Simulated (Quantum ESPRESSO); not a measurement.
# Tl3Si (Pm-3m): zone-centre phonons, part 2 of 2

Which modes does Tl3Si (Pm-3m) have at the zone centre?

Quantum ESPRESSO 7.5; DFT LDA, scalar-relativistic, plane waves, PseudoDojo norm-conserving pseudopotentials.

So far. Step 3 (Relaxation): Little changed from the start: no atom moved by 0.005 Å and no cell edge by 0.1 %. Step 4 (Ground state): The cell stands at -0.026 GPa, close enough for phonons. The relaxed cell has a = 4.607 Å (conventional setting).

The structure was built from a prototype and need not be the compound's stable phase.

## (5) Linear response at Γ

At q = 0 one unit cell holds all displacements; symmetry groups them into irreducible representations that are solved one by one. With smeared occupations no response to a homogeneous field can be asked.

Contents of ph.in:

```
phonons
 &inputph
    prefix='x',
    outdir='./tmp',
    fildyn='g.dyn',
    tr2_ph=1.0d-18,
    alpha_mix(1)=0.4,
    nmix_ph=8,
 /
0.000000000000 0.000000000000 0.000000000000
```

The run is started by

```sh
OMP_NUM_THREADS=1 mpirun -n 4 ph.x -nk 4 -in ph.in > ph.out
```

The log of the run:

```text
[banners, grids, parts of the stress and lines that vanish by symmetry left out]
[banner, memory and clock lines left out]
Program PHONON v.7.5

     ./tmp/x.save/

     IMPORTANT: XC functional enforced from input :
     Exchange-correlation= PW
                           (   1   4   0   0   0   0   0)
     Any further DFT definition will be discarded
     Please, verify this is what you really want

     G-vector sticks info

     Reading collected, re-writing distributed wavefunctions in ./tmp/

     Number and degeneracy of irreps per q-point
       N         xq(1)         xq(2)         xq(3)   N irreps
       1   0.000000000   0.000000000   0.000000000       4
        3   3   3   3

     Calculation of q =    0.0000000   0.0000000   0.0000000

     phonons

     bravais-lattice index     =            1
     lattice parameter (alat)  =       8.7066  a.u.
     unit-cell volume          =     660.0073 (a.u.)^3
     number of atoms/cell      =            4
     number of atomic types    =            2
     kinetic-energy cut-off    =      62.0000  Ry
     charge density cut-off    =     248.0000  Ry
     convergence threshold     =      1.0E-18
     beta                      =       0.4000
     number of iterations used =            8
     Exchange-correlation= PW
                           (   1   4   0   0   0   0   0)

     celldm(1)=    8.70662  celldm(2)=    0.00000  celldm(3)=    0.00000
     celldm(4)=    0.00000  celldm(5)=    0.00000  celldm(6)=    0.00000

     crystal axes: (cart. coord. in units of alat)
               a(1) = (  1.0000  0.0000  0.0000 )
               a(2) = (  0.0000  1.0000  0.0000 )
               a(3) = (  0.0000  0.0000  1.0000 )

     reciprocal axes: (cart. coord. in units 2 pi/alat)
               b(1) = (  1.0000  0.0000  0.0000 )
               b(2) = (  0.0000  1.0000  0.0000 )
               b(3) = (  0.0000  0.0000  1.0000 )

     Atoms inside the unit cell:

     Cartesian axes

     site n.  atom      mass           positions (alat units)
        1  Si     28.0850   tau(    1) = (    0.00000    0.00000    0.00000  )
        2  Tl    204.3800   tau(    2) = (    0.00000    0.50000    0.50000  )
        3  Tl    204.3800   tau(    3) = (    0.50000    0.00000    0.50000  )
        4  Tl    204.3800   tau(    4) = (    0.50000    0.50000    0.00000  )

     Computing dynamical matrix for
                    q = (   0.0000000   0.0000000   0.0000000 )

     49 Sym.Ops. (with q -> -q+G )

     G cutoff =  476.2019  (  43507 G-vectors)     FFT grid: ( 45, 45, 45)

     number of k points=    35  Marzari-Vanderbilt smearing, width (Ry)=  0.0200
                       cart. coord. in units 2pi/alat
        k(    1) = (   0.0000000   0.0000000   0.0000000), wk =   0.0039062
        k(    2) = (   0.0000000   0.0000000   0.1250000), wk =   0.0234375
        k(    3) = (   0.0000000   0.0000000   0.2500000), wk =   0.0234375
        [... further k-points left out ...]

     PseudoPot. # 1 for Si read from file:
     ./pseudo/Si.upf
     Pseudo is Norm-conserving + core correction, Zval =  4.0
     Using radial grid of 1510 points,  6 beta functions with:
                l(1) =   0
                l(2) =   0
                l(3) =   1
                l(4) =   1
                l(5) =   2
                l(6) =   2

     PseudoPot. # 2 for Tl read from file:
     ./pseudo/Tl.upf
     Pseudo is Norm-conserving + core correction, Zval = 13.0
     Using radial grid of 1936 points,  6 beta functions with:
                l(1) =   0
                l(2) =   0
                l(3) =   1
                l(4) =   1
                l(5) =   2
                l(6) =   2

     Mode symmetry, O_h (m-3m)  point group:

     Atomic displacements:
     There are    4 irreducible representations

     Representation     1      3 modes -  To be done

     Representation     2      3 modes -  To be done

     Representation     3      3 modes -  To be done

     Representation     4      3 modes -  To be done

     Alpha used in Ewald sum =   2.3000

     Representation #   1 modes #   1   2   3

     Self-consistent Calculation
      iter #   1   av.it.:   9.4
      thresh= 1.000E-02 alpha_mix =  0.400 |ddv_scf|^2 =  3.876E-06
      iter #   2   av.it.:  16.0
      thresh= 1.969E-04 alpha_mix =  0.400 |ddv_scf|^2 =  5.012E-07
      iter #   3   av.it.:  15.6
      thresh= 7.080E-05 alpha_mix =  0.400 |ddv_scf|^2 =  1.253E-09
      iter #   4   av.it.:  15.7
      thresh= 3.540E-06 alpha_mix =  0.400 |ddv_scf|^2 =  1.761E-10
      iter #   5   av.it.:  15.6
      thresh= 1.327E-06 alpha_mix =  0.400 |ddv_scf|^2 =  1.008E-11
      iter #   6   av.it.:  15.5
      thresh= 3.175E-07 alpha_mix =  0.400 |ddv_scf|^2 =  8.097E-13
      iter #   7   av.it.:  15.8
      thresh= 8.999E-08 alpha_mix =  0.400 |ddv_scf|^2 =  3.848E-15
      iter #   8   av.it.:  15.4
      thresh= 6.203E-09 alpha_mix =  0.400 |ddv_scf|^2 =  8.032E-16
      iter #   9   av.it.:  16.3
      thresh= 2.834E-09 alpha_mix =  0.400 |ddv_scf|^2 =  1.091E-17
      iter #  10   av.it.:  16.4
      thresh= 3.304E-10 alpha_mix =  0.400 |ddv_scf|^2 =  2.602E-20

     End of self-consistent calculation

     Convergence has been achieved

     Representation #   2 modes #   4   5   6

     Self-consistent Calculation
      iter #   1   av.it.:   9.0
      thresh= 1.000E-02 alpha_mix =  0.400 |ddv_scf|^2 =  1.415E-06
      iter #   2   av.it.:  15.9
      thresh= 1.190E-04 alpha_mix =  0.400 |ddv_scf|^2 =  1.329E-07
      iter #   3   av.it.:  15.7
      thresh= 3.646E-05 alpha_mix =  0.400 |ddv_scf|^2 =  1.915E-09
      iter #   4   av.it.:  15.5
      thresh= 4.376E-06 alpha_mix =  0.400 |ddv_scf|^2 =  2.518E-10
[...]
End of self-consistent calculation

     Convergence has been achieved

     Representation #   3 modes #   7   8   9

     Self-consistent Calculation
[...]
End of self-consistent calculation

     Convergence has been achieved

     Representation #   4 modes #  10  11  12

     Self-consistent Calculation
[...]
iter #   2   av.it.:  16.2
      thresh= 9.126E-05 alpha_mix =  0.400 |ddv_scf|^2 =  2.512E-09
      iter #   3   av.it.:  15.1
      thresh= 5.012E-06 alpha_mix =  0.400 |ddv_scf|^2 =  7.215E-10
      iter #   4   av.it.:  16.1
      thresh= 2.686E-06 alpha_mix =  0.400 |ddv_scf|^2 =  9.081E-12
      iter #   5   av.it.:  16.2
      thresh= 3.013E-07 alpha_mix =  0.400 |ddv_scf|^2 =  2.795E-14
      iter #   6   av.it.:  15.6
      thresh= 1.672E-08 alpha_mix =  0.400 |ddv_scf|^2 =  4.722E-15
      iter #   7   av.it.:  16.3
      thresh= 6.872E-09 alpha_mix =  0.400 |ddv_scf|^2 =  3.522E-17
      iter #   8   av.it.:  16.6
      thresh= 5.935E-10 alpha_mix =  0.400 |ddv_scf|^2 =  4.246E-19

     End of self-consistent calculation

     Convergence has been achieved

     Number of q in the star =    1
     List of q in the star:
          1   0.000000000   0.000000000   0.000000000

     Diagonalizing the dynamical matrix

     q = (    0.000000000   0.000000000   0.000000000 )

 **************************************************************************
     freq (    1) =      -0.010126 [THz] =      -0.337775 [cm-1]
     freq (    2) =      -0.010126 [THz] =      -0.337775 [cm-1]
     freq (    3) =      -0.010126 [THz] =      -0.337775 [cm-1]
     freq (    4) =       1.143160 [THz] =      38.131703 [cm-1]
     freq (    5) =       1.143160 [THz] =      38.131703 [cm-1]
     freq (    6) =       1.143160 [THz] =      38.131703 [cm-1]
     freq (    7) =       1.427062 [THz] =      47.601666 [cm-1]
     freq (    8) =       1.427062 [THz] =      47.601666 [cm-1]
     freq (    9) =       1.427062 [THz] =      47.601666 [cm-1]
     freq (   10) =       2.852835 [THz] =      95.160339 [cm-1]
     freq (   11) =       2.852835 [THz] =      95.160339 [cm-1]
     freq (   12) =       2.852835 [THz] =      95.160339 [cm-1]
 **************************************************************************

     Mode symmetry, O_h (m-3m)  point group:

     freq (   1-   3) =         -0.3  [cm-1]   --> T_1u G_15  G_4- I
     freq (   4-   6) =         38.1  [cm-1]   --> T_2u G_25  G_5-
     freq (   7-   9) =         47.6  [cm-1]   --> T_1u G_15  G_4- I
     freq (  10-  12) =         95.2  [cm-1]   --> T_1u G_15  G_4- I
```

Wall time 12 min (4 MPI ranks of Arm Neoverse V2, shared host); 49 min of CPU time.

Numbers from this step:

* largest acoustic frequency at the zone centre before the sum rule: -0.34 cm⁻¹
* highest optical zone-centre mode (no LO-TO term): 95.16 cm⁻¹
* lowest optical zone-centre mode: 38.13 cm⁻¹

The acoustic modes at Γ come out as far as 0.3 cm⁻¹ from zero, where they should vanish, a small numerical error.

## (6) Modes with the sum rule

A rigid shift of the crystal must cost nothing, but grids and finite bases break this; the acoustic sum rule is imposed before the matrix is diagonalised again.

Contents of dynmat.in:

```
 &input
    fildyn='g.dyn',
    asr='simple',
    fileig='dynmat.eig',
 /
```

The run is started by

```sh
dynmat.x -in dynmat.in > dynmat.out
```

The log of the run:

```text
[banner, memory and clock lines left out]
Program DYNMAT v.7.5

     Reading Dynamical Matrix from file g.dyn
     ...Force constants read
     ...epsilon and Z* not read (not found on file)
     A direction for q was not specified:TO-LO splitting will be absent

     Polarizability (A^3 units)
     multiply by 1.000000 for Clausius-Mossotti correction
         0.000000    0.000000    0.000000
         0.000000    0.000000    0.000000
         0.000000    0.000000    0.000000

     IR activities are in (D/A)^2/amu units

# mode   [cm-1]    [THz]      IR
    1     -0.00   -0.0000    0.0000
    2      0.00    0.0000    0.0000
    3      0.00    0.0000    0.0000
    4     38.14    1.1433    0.0000
    5     38.14    1.1433    0.0000
    6     38.14    1.1433    0.0000
    7     47.57    1.4260    0.0000
    8     47.57    1.4260    0.0000
    9     47.57    1.4260    0.0000
   10     95.16    2.8528    0.0000
   11     95.16    2.8528    0.0000
   12     95.16    2.8528    0.0000

[end of the log left out, with the tail of the file of modes that dynmat.x writes under the same name]
```

Elapsed: 0.48 s, on 1 thread.

This step gave:

- lowest optical zone-centre mode: 38.14 cm⁻¹

Unit eigenvectors of the mass-weighted matrix after the sum rule; no LO-TO term. Modes at Γ, with each element's share of the kinetic energy:

```
mode  frequency (cm⁻¹)  symmetry  Si %  Tl %
   1               0.0  acoustic     4    96
   2               0.0  acoustic     4    96
   3               0.0  acoustic     4    96
   4              38.1       T2u     0   100
   5              38.1       T2u     0   100
   6              38.1       T2u     0   100
   7              47.6       T1u    79    21
   8              47.6       T1u    79    21
   9              47.6       T1u    79    21
  10              95.2       T1u    17    83
  11              95.2       T1u    17    83
  12              95.2       T1u    17    83
```

Displacements in mode 6 (38.1 cm⁻¹), the largest set to 1:
```
Si1  0.00  0.00  0.00
Tl2  0.00  0.20  1.00
Tl3  0.36  0.00 -1.00
Tl4 -0.36 -0.20  0.00
```

Displacements in mode 10 (95.2 cm⁻¹), the largest set to 1:
```
Si1  0.00  0.00  1.00
Tl2  0.00  0.00 -0.38
Tl3  0.00  0.00 -0.38
Tl4  0.00  0.00  0.62
```

The rule moves no optical mode by more than 0.1 cm⁻¹.

## (7) Sum rules set otherwise (asr crystal)

The rule can be imposed in more than one way; the choices should agree where the raw error is small.

Contents of dynmat.in:

```
 &input
    fildyn='g.dyn',
    asr='crystal',
    fileig='dynmat.eig',
 /
```

The run is started by

```sh
dynmat.x -in dynmat.in > dynmat.out
```

The log of the run:

```text
[banner, memory and clock lines left out]
Program DYNMAT v.7.5

     Reading Dynamical Matrix from file g.dyn
     ...Force constants read
     ...epsilon and Z* not read (not found on file)
     Acoustic Sum Rule: || Z*(ASR) - Z*(orig)|| =    0.000000E+00
     Acoustic Sum Rule: ||dyn(ASR) - dyn(orig)||=    1.557677E-05
     A direction for q was not specified:TO-LO splitting will be absent

     Polarizability (A^3 units)
     multiply by 1.000000 for Clausius-Mossotti correction
         0.000000    0.000000    0.000000
         0.000000    0.000000    0.000000
         0.000000    0.000000    0.000000

     IR activities are in (D/A)^2/amu units

# mode   [cm-1]    [THz]      IR
    1     -0.00   -0.0000    0.0000
    2      0.00    0.0000    0.0000
    3      0.00    0.0000    0.0000
    4     38.13    1.1432    0.0000
    5     38.13    1.1432    0.0000
    6     38.13    1.1432    0.0000
    7     47.59    1.4266    0.0000
    8     47.59    1.4266    0.0000
    9     47.59    1.4266    0.0000
   10     95.16    2.8528    0.0000
   11     95.16    2.8528    0.0000
   12     95.16    2.8528    0.0000

   )
[end of the log left out, with the tail of the file of modes that dynmat.x writes under the same name]
```

Wall time 0.47 s (1 thread).

Numbers from this step:

```yaml
lowest_optical_zone_centre_mode: 38.13 cm⁻¹
```

Zone-centre frequencies as printed; negative means imaginary. Modes:

```
mode  frequency (cm⁻¹)
   1                 0
   2                 0
   3                 0
   4             38.13
   5             38.13
   6             38.13
   7             47.59
   8             47.59
   9             47.59
  10             95.16
  11             95.16
  12             95.16
```

Against the first rule no mode moves by more than 0.1 cm⁻¹.

## (8) Sum rules set otherwise: a sum rule for molecules or wires on a crystal

This rule also removes rotations, which suits wires and not a crystal; it is tried to see the harm.

Contents of dynmat.in:

```
 &input
    fildyn='g.dyn',
    asr='one-dim',
    fileig='dynmat.eig',
 /
```

The run is started by

```sh
dynmat.x -in dynmat.in > dynmat.out
```

The log of the run:

```text
[banner, memory and clock lines left out]
Program DYNMAT v.7.5

     Reading Dynamical Matrix from file g.dyn
     ...Force constants read
     ...epsilon and Z* not read (not found on file)
asr rotation axis in 1D system=    3
     Acoustic Sum Rule: || Z*(ASR) - Z*(orig)|| =    0.000000E+00
     Acoustic Sum Rule: ||dyn(ASR) - dyn(orig)||=    5.447262E-02
     A direction for q was not specified:TO-LO splitting will be absent

     Polarizability (A^3 units)
     multiply by 1.000000 for Clausius-Mossotti correction
         0.000000    0.000000    0.000000
         0.000000    0.000000    0.000000
         0.000000    0.000000    0.000000

     IR activities are in (D/A)^2/amu units

# mode   [cm-1]    [THz]      IR
    1     -0.00   -0.0000    0.0000
    2     -0.00   -0.0000    0.0000
    3      0.00    0.0000    0.0000
    4      0.00    0.0000    0.0000
    5     38.13    1.1432    0.0000
    6     38.13    1.1432    0.0000
    7     47.26    1.4170    0.0000
    8     47.59    1.4266    0.0000
    9     47.59    1.4266    0.0000
   10     95.16    2.8528    0.0000
   11     95.16    2.8528    0.0000
   12    109.66    3.2875    0.0000

[end of the log left out, with the tail of the file of modes that dynmat.x writes under the same name]
```

Run time: 0.47 s. Hardware: 1 thread.

The program raised no error, yet the settings are not those of a careful run.

The fault: a sum rule for molecules or wires on a crystal; 1 optical mode is projected out to zero frequency, as if it were a rotation.

For a crystal the rule has to be 'simple' or 'crystal'.

Zone-centre frequencies as printed; negative means imaginary. Modes:

```
mode  frequency (cm⁻¹)
   1                 0
   2                 0
   3                 0
   4                 0
   5             38.13
   6             38.13
   7             47.26
   8             47.59
   9             47.59
  10             95.16
  11             95.16
  12             109.7
```

## (9) What came out

```
space group after relaxation                                           : Pm-3m
volume per atom                                                        : 24.5 Å³
highest optical zone-centre mode (no LO-TO term)                       : 95.2 cm⁻¹
lowest optical zone-centre mode                                        : 38.1 cm⁻¹
imaginary optical modes at the zone centre (no q mesh in this session) : none
```

At the LDA level the optical modes of Tl3Si (Pm-3m) at the zone centre run from 38 to 95 cm⁻¹. Of the 9 optical modes, 3 are silent and 6 are infrared active alone. These are harmonic frequencies at zero temperature: anharmonic shifts and linewidths and thermal expansion are left out. Spin-orbit coupling is left out, which can matter for the heavy elements here. In a metal the frequencies hang on the k mesh and the smearing, most of all near Kohn anomalies. The runs are without spin polarisation, although the cell has an odd electron count or an open d or f shell, so a magnetic state was not tested. The structure is a hypothetical one, built on a prototype.

[Host names and launcher messages were left out of these logs when they were recorded.]

[Logs are printed without paths, hosts, clocks, repeated set-up lines and the standing remarks that a program may print on its own settings, such as how far it seeks lower states.]

[Hosts, paths, dates, database ids (printed as entryN), source tags and the programs' standing remarks are cut or masked in the printed files.]
